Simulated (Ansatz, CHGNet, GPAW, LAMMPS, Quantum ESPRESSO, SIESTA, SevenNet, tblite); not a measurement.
# What went wrong? tblite on amorphous polyacrylonitrile (as short chains C14N4H18) at 540 K (108 atoms)

Program: tblite 0.8.0, a calculation on a cell of 42 C, 12 N and 54 H, 11.9 Å³ an atom.

run.py

```python
import numpy as np
from ase.io import read
from tblite.ase import TBLite

atoms = read("structure.xyz")
atoms.calc = TBLite(method="GFN1-xTB", electronic_temperature=580, accuracy=1.0, max_iterations=4, mixer_damping=0.4, verbosity=1)
energy = atoms.get_potential_energy()
forces = atoms.get_forces()
print(f"energy {energy:.6f} eV")
print("forces (eV/A)")
for i, (a, f) in enumerate(zip(atoms, forces)):
    print(f"{i:4d} {a.symbol:2s} {f[0]:10.5f} {f[1]:10.5f} {f[2]:10.5f}")
print("charges (e)")
print(np.array2string(atoms.get_charges(), precision=4, suppress_small=True, max_line_width=110, threshold=100000))
```

structure.xyz

```xyz
108
Lattice="10.87734 0.00000 0.00000 0.00000 10.87734 0.00000 0.00000 0.00000 10.87734" Properties=species:S:1:pos:R:3 pbc="T T T"
C 5.18719 3.07818 8.16421
C 5.16500 2.66952 9.55030
C 3.82469 2.20277 9.92285
C 2.83039 3.28583 10.13181
N 1.97000 4.06334 10.21665
C 4.10870 1.49281 0.38038
C 2.83681 0.82657 0.87008
C 2.68355 10.37220 0.38201
N 2.66451 9.37213 10.69841
C 2.78884 0.89444 2.37909
[... 94 atom lines left out ...]
H 9.95995 3.24569 4.95615
H 7.61044 3.52328 5.08907
H 7.34231 2.06920 6.15842
H 8.02378 1.85665 4.47635
```

Command:

```bash
OMP_NUM_THREADS=1 python run.py > output.txt
```

Output:

```text
------------------------------------------------------------
  cycle        total energy    energy error   density error
------------------------------------------------------------
      1     -153.9346550109  -1.5625482E+02   6.5324376E-01
      2     -155.1857637680  -1.2511088E+00   4.3345668E-01
      3     -155.5475927365  -3.6182897E-01   2.4523217E-01
      4     -155.7457293689  -1.9813663E-01   3.3274782E-02
------------------------------------------------------------
 total:                                   1.390 sec
tblite.exceptions.TBLiteRuntimeError: SCF not converged in 4 cycles
The above exception was the direct cause of the following exception:
ase.calculators.calculator.CalculationFailed: SCF not converged in 4 cycles
```

Wall time 2.1 s (1 thread of Arm Neoverse V1, shared host); peak memory 0.17 GiB.

Banners, paths, timers and routine set-up lines are dropped from the logs unmarked, and long logs keep their key lines alone; longer cuts are marked.

**Question.** What is wrong with this input?

Too few iterations: iteration limit 4.

The run ended unconverged.

[Also dropped from logs without a mark: logging warnings of Python, and SIESTA's first energy breakdown and zero terms.]

[Logs are printed without paths, hosts, clocks, repeated set-up lines and the standing remarks that a program may print on its own settings, such as how far it seeks lower states.]

[Hosts, paths, dates, database ids (printed as entryN), source tags and the programs' standing remarks are cut or masked in the printed files.]
